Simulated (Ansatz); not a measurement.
# SnSeS monolayer, Janus: modes against biaxial strain in the plane of the sheet

Wanted: the shifts of the zone-centre modes of SnSeS monolayer, Janus with strain.

Main program and level: Ansatz 0.2.0; DFT PBEsol, scalar-relativistic, plane waves, PAW; PAW set soft_1.

Most raw output is cut from this account.

## 1. Starting point

The cell holds 3 atoms: 1 Sn, 1 S and 1 Se. Cell: a = 3.800 Å, b = 3.800 Å, c = 30.000 Å, α = 90.0°, β = 90.0°, γ = 120.0°. Vacuum lies along c. The height across the vacuum is the one that the program set for its solve, not the one typed.

## 2. A rough relaxation first

The start is far from rest, so a relaxation with loose tolerances brings it close first. The program lengthens the typed cell of 20.0 Å along the normal to 30.0 Å, as its cut-off of the electrostatics needs, and moves no atom.

input.yaml

```yaml
crystal:
  lattice:
    - [3.8, 0.0, 0.0]
    - [-1.9, 3.2909, 0.0]
    - [0.0, 0.0, 20.0]
  atoms:
    - { symbol: Sn, position: [0.0, 0.0, 0.5] }
    - { symbol: S, position: [0.333333, 0.666667, 0.575] }
    - { symbol: Se, position: [0.666667, 0.333333, 0.42] }
  periodic: [true, true, false]
kpoints:
  mp_grid: { grid: [6, 6, 1] }
hamiltonian:
  xc: pbesol
  pseudopotentials: { kind: paw, azcp: { folder: soft_1 }, xc_functional: pbe }
scf:
  occupations: { method: gaussian, width: 0.1 }
output:
  forces: true
  stress: true
  eigenvalues: true
relax:
  adjacent_minimum: "off"
  f_tol: 0.05
  max_steps: 80
  cell: { stress_2d_tol: 0.02 }
```

Command:

```console
> ansatz run input.yaml --threads 8 --pin off --max-ram 16384MiB --backend cpu --events-out ev --progress --plain --runs-dir out
```

It took 6.2 s on 8 threads of Arm Neoverse V2, shared host; peak memory 0.76 GiB.

The steps of the relaxation:

```csv
step,energy less that of the first step (eV),largest force component (eV/Å),volume (Å³)
1,0.0000,0.6341,375.16
2,0.0247,1.0817,366.51
3,-0.0480,0.1016,363.47
4,-0.0492,0.0438,361.10
5,-0.0493,0.0072,360.90
6*,-0.0491,0.0072,360.90
```

Relaxation steps marked * repeat the geometry before them on a plane-wave basis chosen anew for their cell, so energy and pressure can jump there. Relaxation step 2 was tried and not accepted.

The run keeps the 6 symmetry operations that it works with, so distortions that break them were not tested.

```csv
cell as run,before,after,change
a (Å),3.800,3.727,-1.9 %
b (Å),3.800,3.727,-1.9 %
```

The atoms that moved most (Å, along periodic axes as changes of fractional coordinates times the final cell, across vacuum about the mean position):

```csv
atom,dx,dy,dz,length
S2,0.000,0.000,-0.030,0.030
Sn1,0.000,0.000,0.018,0.018
Se3,0.000,0.000,0.013,0.013
```

The relaxed structure:

```
Sn S Se
1.0
     3.72706    0.00000    0.00000
    -1.86353    3.22773    0.00000
     0.00000    0.00000   30.00000
Sn S Se
1 1 1
Cartesian
  0.0000 0.0000 10.0178
  0.0000 2.1518 11.4697
  1.8635 1.0759 8.4125
```

This step gave:

```
gap on the k-mesh : 0.9128 eV
area per atom     : 4.01 Å²
```

The relaxation ends with a largest force component of 0.0072 eV/Å.

## 3. Relaxation

The cell and atoms are relaxed, since residual forces and stress would shift the frequencies.

input.yaml

```yaml
crystal:
  lattice:
    - [3.7270591554, 0.0, 0.0]
    - [-1.8635295777, 3.22772791, 0.0]
    - [0.0, 0.0, 30.0]
  atoms:
    - { symbol: Sn, position: [0.0, 0.0, 0.3339261756] }
    - { symbol: S, position: [0.3333333333, 0.6666666667, 0.3823228279] }
    - { symbol: Se, position: [0.6666666667, 0.3333333333, 0.2804176633] }
  periodic: [true, true, false]
kpoints:
  mp_grid: { grid: [9, 9, 1] }
hamiltonian:
  xc: pbesol
  pseudopotentials: { kind: paw, azcp: { folder: soft_1 }, xc_functional: pbe }
scf:
  occupations: { method: gaussian, width: 0.02 }
output:
  forces: true
  stress: true
  eigenvalues: true
  write_density: true
  write_potential: true
  elf: true
  volumetric_format: npy
relax:
  adjacent_minimum: "off"
  f_tol: 0.005
  max_steps: 80
  cell: { stress_2d_tol: 0.02 }
```

Wall time 6.4 s (8 threads); peak memory 0.87 GiB; 45 s of CPU time.

Little changed from the start: no atom moved by 0.005 Å and no cell edge by 0.1 %.

This step gave:

* gap on the k-mesh: 0.9714 eV
* area per atom: 4.006 Å²

ELF in the ac plane at fractional y = 0.000, with atoms of Sn within 0.2 Å of it. It is the smooth field of the valence electrons, not physical close to the nuclei.

Ten even steps from '0' (0.00) to '9' (0.73), each cell a mean:
```
00000000000000
00000000000000
00000000000000
00000000000000
00000000000000
00000000000000
00000000000000
00000000000000
00000000000000
00000000000000
00000000000000
00000000000000
00000000000000
00001344431000
11246899986311
11234555554321
12345666665322
01147999986311
00002344431000
00000000000000
00000000000000
00000000000000
00000000000000
00000000000000
```
Columns run along a (3.7 Å), rows up along c (30.0 Å). Atoms in or near the plane, at fractional coordinates: Sn at (0.00, 0.33).

Electrostatic potential energy in the ac plane at fractional y = 0.000, with atoms of Sn within 0.2 Å of it. With pseudopotentials it is smooth inside the atoms' cores, unlike the true potential.

Values in eV, 24 rows by 14 columns, each cell a mean:
```
  0   0   0   0   0   0   0   0   0   0   0   0   0   0
  0   0   0   0   0   0   0   0   0   0   0   0   0   0
  0   0   0   0   0   0   0   0   0   0   0   0   0   0
  0   0   0   0   0   0   0   0   0   0   0   0   0   0
  0   0   0   0   0   0   0   0   0   0   0   0   0   0
  0   0   0   0   0   0   0   0   0   0   0   0   0   0
  0   0   0   0   0   0   0   0   0   0   0   0   0   0
  0   0   0   0   0   0   0   0   0   0   0   0   0   0
  0   0   0   0   0   0   0   0   0   0   0   0   0   0
  0   0   0   0   0   0   0   0   0   0   0   0   0   0
  0   0   0   0   0   0   0   0   0   0   0   0   0   0
  0   0   0   0   0   0   0   0   0   0   0   0   0   0
  0   0   0   0   0   0   0   0   0   0   0   0   0   0
  0   0   0   0   0   0   0   0   0   0   0   0   0   0
 -4  -4  -3  -3  -3  -4  -5  -5  -5  -4  -3  -3  -3  -4
 -7  -9 -12 -11  -9  -6  -5  -4  -5  -7 -10 -12 -12  -9
 -9 -11 -11 -10  -8  -6  -5  -5  -5  -7  -9 -11 -11 -10
 -2  -2  -2  -3  -3  -5  -6  -7  -6  -4  -3  -2  -2  -2
  0   0   0   0  -1  -1  -1  -1  -1  -1  -1   0   0   0
  0   0   0   0   0   0   0   0   0   0   0   0   0   0
  0   0   0   0   0   0   0   0   0   0   0   0   0   0
  0   0   0   0   0   0   0   0   0   0   0   0   0   0
  0   0   0   0   0   0   0   0   0   0   0   0   0   0
  0   0   0   0   0   0   0   0   0   0   0   0   0   0
```
Columns run along a (3.7 Å; values clipped at the 3rd and 97th percentile), rows up along c (30.0 Å). Atoms in or near the plane, at fractional coordinates: Sn at (0.00, 0.33).

Valence density in the ac plane at fractional y = 0.000, with atoms of Sn within 0.2 Å of it. It is the smooth field of the valence electrons, not physical close to the nuclei.

Ten steps, logarithmic in the rise over the least value, from '_' (0.00 × 1e0 e/Å³) to '@' (5.90 × 1e0 e/Å³), each cell a mean:
```
____________________________
____________________________
____________________________
____________________________
____________________________
____________________________
____________________________
____________________________
____________________________
____________________________
____________________________
____________________________
____________________________
____________________________
......::::----------::::....
@@@@##++------------==**%%@@
%%%%**==--------------++##%%
......::::----------::::....
____________________________
____________________________
____________________________
____________________________
____________________________
____________________________
```
Columns run along a (3.7 Å), rows up along c (30.0 Å). Atoms in or near the plane, at fractional coordinates: Sn at (0.00, 0.33).

## 4. Tight relaxation

Phonons need small forces and stress, so the relaxation is finished with tight tolerances on 9×9×1 k points.

input.yaml, the sections that differ from step 3:

```yaml
crystal:
  lattice:
    - [3.7250326022, 0.0, 0.0]
    - [-1.8625163011, 3.2259728635, 0.0]
    - [0.0, 0.0, 30.0]
  atoms:
    - { symbol: Sn, position: [0.0, 0.0, 0.3339259113] }
    - { symbol: S, position: [0.3333333333, 0.6666666667, 0.3823738773] }
    - { symbol: Se, position: [0.6666666667, 0.3333333333, 0.2803668782] }
  periodic: [true, true, false]
scf:
  occupations: { method: fixed }
output:
  forces: true
  stress: true
  eigenvalues: true
relax:
  adjacent_minimum: "off"
  f_tol: 0.001
  max_steps: 60
  cell: { stress_2d_tol: 0.002 }
# kpoints, hamiltonian: as in step 3
```

It took 7.4 s on 8 threads; peak memory 0.86 GiB.

Little changed from the start: no atom moved by 0.005 Å and no cell edge by 0.1 %.

This step gave:

```yaml
gap_on_the_k_mesh: 0.9716 eV
area_per_atom: 4.005 Å²
```

The largest force component left is 0.21 meV/Å, within the tolerances set.

## 5. Zone-centre response at rest

Phonons follow from the second derivative of the energy, found here by linear response.

The modes at rest are the reference of the series.

input.yaml, the sections that differ from step 4:

```yaml
crystal:
  lattice:
    - [3.7245322168, 0.0, 0.0]
    - [-1.8622661084, 3.225539517, 0.0]
    - [0.0, 0.0, 30.0]
  atoms:
    - { symbol: Sn, position: [0.0, 0.0, 0.3339251524] }
    - { symbol: S, position: [0.3333333333, 0.6666666667, 0.3823711895] }
    - { symbol: Se, position: [0.6666666667, 0.3333333333, 0.280370325] }
  periodic: [true, true, false]
output:
  eigenvalues: true
phonons:
  method: dfpt
# kpoints, hamiltonian, scf: as in step 4
# relax: removed
```

The job ended after 21 s (8 threads; peak memory 1.4 GiB).

This step gave:

```yaml
sum_rule_residual_before_enforcement: 9.20e-5 eV/Å²
point_group: 3m
highest_optical_mode_at_the_zone_centre_no_lo_to_term: 325.0 cm⁻¹
lowest_optical_zone_centre_mode: 133.6 cm⁻¹
```

Without the LO-TO term. Patterns of degenerate modes are one choice out of their space. The modes at Γ (shares of kinetic energy by element, %):

```csv
mode,frequency (cm⁻¹),symmetry,Sn %,S %,Se %
1,0.0,acoustic,52,14,34
2,0.0,acoustic,52,14,34
3,0.0,acoustic,52,14,34
4,133.6,E,22,14,65
5,133.6,E,22,14,65
6,187.5,E,27,72,1
7,187.5,E,27,72,1
8,221.8,A1,18,18,63
9,325.0,A1,30,68,2
```

Displacements in mode 4 (133.6 cm⁻¹), the largest set to 1:
```
Sn1 -0.03 -0.47  0.00
S2  -0.05 -0.72  0.00
Se3  0.07  1.00  0.00
```

Displacements in mode 6 (187.5 cm⁻¹), the largest set to 1:
```
Sn1  0.12 -0.32  0.00
S2  -0.38  1.00  0.00
Se3 -0.03  0.07  0.00
```

Before it was imposed, the acoustic sum rule was missed by 9.2e-5 eV/Å². Small misses are needed for a sound result but don't prove that mesh and cutoff are converged. The lowest optical mode is real, 134 cm⁻¹.

## 6. A member of the series: biaxial strain of +5 % in the plane of the sheet

The cell takes a biaxial strain of +5 % in the plane of the sheet. The cell is held, and the atoms relax in it.

input.yaml, the sections that differ from step 5:

```yaml
crystal:
  lattice:
    - [3.9107588276, 0.0, 0.0]
    - [-1.9553794138, 3.3868164928, 0.0]
    - [0.0, 0.0, 30.0]
  atoms:
    - { symbol: Sn, position: [0.0, 0.0, 0.3339163131] }
    - { symbol: S, position: [0.3333333333, 0.6666666667, 0.3805979398] }
    - { symbol: Se, position: [0.6666666667, 0.3333333333, 0.282152414] }
  periodic: [true, true, false]
scf:
  occupations: { method: gaussian, width: 0.02 }
output:
  forces: true
  stress: true
  eigenvalues: true
relax:
  adjacent_minimum: "off"
  f_tol: 0.001
  max_steps: 60
# kpoints, hamiltonian: as in step 5
# phonons: removed
```

Wall time 5.6 s (8 threads); peak memory 0.92 GiB.

The steps of the relaxation:

```csv
step,energy less that of the first step (eV),largest force component (eV/Å)
1,0.0000,0.1196
2,0.0037,0.2277
3,-0.0016,0.0046
4,-0.0016,0.0006
```

Relaxation step 2 was tried and not accepted.

Forces are held to the 6 operations that the run works with; a distortion that breaks them can't arise in this run.

The atoms that moved most (Å):

```csv
atom,dx,dy,dz,length
Se3,0.000,0.000,0.014,0.014
S2,0.000,0.000,-0.014,0.014
```

The relaxed structure:

```cif
data_structure
_symmetry_space_group_name_H-M 'P 1'
_symmetry_Int_Tables_number 1
_cell_length_a 3.9108
_cell_length_b 3.9108
_cell_length_c 30.0000
_cell_angle_alpha 90.000
_cell_angle_beta 90.000
_cell_angle_gamma 120.000
_cell_volume 397.35
loop_
_atom_site_label
_atom_site_type_symbol
_atom_site_fract_x
_atom_site_fract_y
_atom_site_fract_z
_atom_site_occupancy
Sn1 Sn 0.00000 0.00000 0.33392 1
S2 S 0.33333 0.66667 0.38013 1
Se3 Se 0.66667 0.33333 0.28262 1
```

Numbers from this step:

```yaml
gap_on_the_k_mesh: 1.219 eV
area_per_atom: 4.415 Å²
```

The largest force component left is 0.58 meV/Å.

## 7. Modes of this member: biaxial strain of +5 % in the plane of the sheet

The zone-centre modes follow for biaxial strain of +5 % in the plane of the sheet.

input.yaml, the sections that differ from step 6:

```yaml
crystal:
  lattice:
    - [3.9107588276, 0.0, 0.0]
    - [-1.9553794138, 3.3868164928, 0.0]
    - [0.0, 0.0, 30.0]
  atoms:
    - { symbol: Sn, position: [0.0, 0.0, 0.3339151691] }
    - { symbol: S, position: [0.3333333333, 0.6666666667, 0.3801268982] }
    - { symbol: Se, position: [0.6666666667, 0.3333333333, 0.2826245997] }
  periodic: [true, true, false]
scf:
  occupations: { method: fixed }
output:
  eigenvalues: true
phonons:
  method: dfpt
# kpoints, hamiltonian: as in step 6
# relax: removed
```

Elapsed: 26 s, on 8 threads; peak memory 1.5 GiB.

This step gave:

* sum-rule residual before enforcement: 4.16e-4 eV/Å²
* highest optical mode at the zone centre (no LO-TO term): 290.7 cm⁻¹
* lowest optical zone-centre mode: 128.8 cm⁻¹

Without the LO-TO term. Patterns of degenerate modes are one choice out of their space. Modes at Γ, with each element's share of the kinetic energy:

```csv
mode,frequency (cm⁻¹),symmetry,Sn %,S %,Se %
1,0.0,acoustic,52,14,34
2,0.0,acoustic,52,14,34
3,0.0,acoustic,52,14,34
4,128.8,E,29,6,66
5,128.8,E,29,6,66
6,170.1,E,20,80,0
7,170.1,E,20,80,0
8,199.7,A1,17,20,63
9,290.7,A1,31,66,3
```

The lowest optical mode is real, 129 cm⁻¹, and the highest lies at 290.7 cm⁻¹.

Between step 5 and this run (strain 5 %) the value for the highest optical mode at the zone centre (no LO-TO term) moves from 325 cm⁻¹ to 291 cm⁻¹ (-11 %).

## 8. A member of the series: biaxial strain of -3 % in the plane of the sheet

The cell takes a biaxial strain of -3 % in the plane of the sheet. The cell is held, and the atoms relax in it.

input.yaml, the sections that differ from step 7:

```yaml
crystal:
  lattice:
    - [3.6127962504, 0.0, 0.0]
    - [-1.8063981252, 3.1287733315, 0.0]
    - [0.0, 0.0, 30.0]
  atoms:
    - { symbol: Sn, position: [0.0, 0.0, 0.3339299598] }
    - { symbol: S, position: [0.3333333333, 0.6666666667, 0.3832193886] }
    - { symbol: Se, position: [0.6666666667, 0.3333333333, 0.2795173185] }
  periodic: [true, true, false]
scf:
  occupations: { method: gaussian, width: 0.02 }
output:
  forces: true
  stress: true
  eigenvalues: true
relax:
  adjacent_minimum: "off"
  f_tol: 0.001
  max_steps: 60
# kpoints, hamiltonian: as in step 7
# phonons: removed
```

Elapsed: 5.4 s, on 8 threads; peak memory 0.8 GiB; 38 s of CPU time.

Relaxation path:

```csv
step,energy less that of the first step (eV),largest force component (eV/Å)
1,0.0000,0.1480
2,0.0029,0.2802
3,-0.0018,0.0053
4,-0.0019,0.0006
```

Relaxation step 2 was tried and not accepted.

The run keeps the 6 symmetry operations that it works with, so distortions that break them were not tested.

The atoms that moved most (Å):

```csv
atom,dx,dy,dz,length
Se3,0.000,0.000,-0.013,0.013
S2,0.000,0.000,0.013,0.013
```

The relaxed structure:

```xyz
3
Lattice="3.6128 0.0000 0.0000 -1.8064 3.1288 0.0000 0.0000 0.0000 30.0000" Properties=species:S:1:pos:R:3
Sn    0.0000    0.0000   10.0179
S     0.0000    2.0858   11.5092
Se    1.8064    1.0429    8.3729
```

Numbers from this step:

```
gap on the k-mesh : 0.7503 eV
area per atom     : 3.768 Å²
```

The largest force component left is 0.57 meV/Å.

## 9. Modes of this member: biaxial strain of -3 % in the plane of the sheet

The zone-centre modes follow for biaxial strain of -3 % in the plane of the sheet.

input.yaml, the sections that differ from step 8:

```yaml
crystal:
  lattice:
    - [3.6127962504, 0.0, 0.0]
    - [-1.8063981252, 3.1287733315, 0.0]
    - [0.0, 0.0, 30.0]
  atoms:
    - { symbol: Sn, position: [0.0, 0.0, 0.333931016] }
    - { symbol: S, position: [0.3333333333, 0.6666666667, 0.383639855] }
    - { symbol: Se, position: [0.6666666667, 0.3333333333, 0.2790957959] }
  periodic: [true, true, false]
scf:
  occupations: { method: fixed }
output:
  eigenvalues: true
phonons:
  method: dfpt
# kpoints, hamiltonian: as in step 8
# relax: removed
```

Run time: 23 s. Hardware: 8 threads; peak memory 1.3 GiB; 2.7 min of CPU time.

This step gave:

```
sum-rule residual before enforcement                    : 1.95e-5 eV/Å²
highest optical mode at the zone centre (no LO-TO term) : 344.8 cm⁻¹
lowest optical zone-centre mode                         : 136.7 cm⁻¹
```

Without the LO-TO term. Patterns of degenerate modes are one choice out of their space. Modes at Γ, with each element's share of the kinetic energy:

```csv
mode,frequency (cm⁻¹),symmetry,Sn %,S %,Se %
1,0.0,acoustic,52,14,34
2,0.0,acoustic,52,14,34
3,0.0,acoustic,52,14,34
4,136.7,E,20,16,64
5,136.7,E,20,16,64
6,198.1,E,28,70,1
7,198.1,E,28,70,1
8,233.4,A1,18,18,64
9,344.8,A1,30,68,2
```

The lowest optical mode is real, 137 cm⁻¹, and the highest lies at 344.8 cm⁻¹.

For the highest optical mode at the zone centre (no LO-TO term), step 5 gave 325 cm⁻¹; this run, with strain -3 %, gives 345 cm⁻¹ (+6 %).

## 10. All members side by side

The members are set side by side, also those not shown above.

Energies are extrapolated to zero smearing, and E0 is that at rest; the cell is clamped and the atoms are relaxed. State of the crystal along the series:

```csv
strain (%),E - E0 (meV/atom),gap on mesh (eV)
-3,21.01,0.7503
-2,9.089,0.8292
-1,2.212,0.9026
0,0,0.9716
1,2.094,1.036
2,8.157,1.092
3,17.87,1.136
4,30.92,1.178
5,47.02,1.219
```

Optical modes are counted from below at rest and tracked from member to member by their patterns, and modes that stay within 0.3 cm⁻¹ of each other stand once; labels, where given, are those at rest; the cell is clamped and the atoms are relaxed. Optical modes along the series:

```csv
strain (%),optical mode 1 E (cm⁻¹),optical mode 2 E (cm⁻¹),optical mode 3 A1 (cm⁻¹),optical mode 4 A1 (cm⁻¹)
-3,136.7,198.1,233.4,344.8
-2,135.6,194.7,229.7,338.2
-1,134.6,191.1,225.8,331.6
0,133.6,187.5,221.8,325
1,132.6,183.9,217.7,318.3
2,131.7,180.3,213.4,311.5
3,130.8,176.7,209,304.7
4,129.8,173.3,204.4,297.8
5,128.8,170.1,199.7,290.7
```

Value and slope at zero strain of a cubic (a lower polynomial where under five rows exist) through the rows within 2 % of rest. Slopes at rest:

```csv
mode,frequency (cm⁻¹),shift per percent of strain (cm⁻¹)
optical mode 1 E,133.6,-0.98
optical mode 2 E,187.5,-3.62
optical mode 3 A1,221.8,-4.06
optical mode 4 A1,325,-6.67
```

## 11. Outcome

| Item | Value |
| --- | --- |
| members | 9 |
| highest optical mode at the zone centre (no LO-TO term), at rest | 325.0 cm⁻¹ |
| optical mode 1 E, shift per percent | -0.98 cm⁻¹ |
| optical mode 2 E, shift per percent | -3.62 cm⁻¹ |
| optical mode 3 A1, shift per percent | -4.06 cm⁻¹ |
| optical mode 4 A1, shift per percent | -6.67 cm⁻¹ |

**Reading.** The fastest shift in the table of slopes is -6.7 cm⁻¹ for each percent (optical mode 4 A1). These are harmonic frequencies at zero temperature: anharmonic shifts, linewidths and thermal expansion are left out. Spin-orbit coupling is left out, which can matter for the heavy elements here. The starting cell was built on a prototype and not taken from a measurement. The PAW files were made for PBE; the program adapts parts of them to the functional of the run, but their partial waves stay those of PBE, an approximation that was not tested in this session. Only the zone centre was solved, so an instability at another wavevector cannot show here. In a sheet the LO-TO splitting vanishes at the zone centre, so no such term is missing here.

[Logs are printed without paths, hosts, clocks, repeated set-up lines and the standing remarks that a program may print on its own settings, such as how far it seeks lower states.]

[Hosts, paths, dates, database ids (printed as entryN), source tags and the programs' standing remarks are cut or masked in the printed files.]
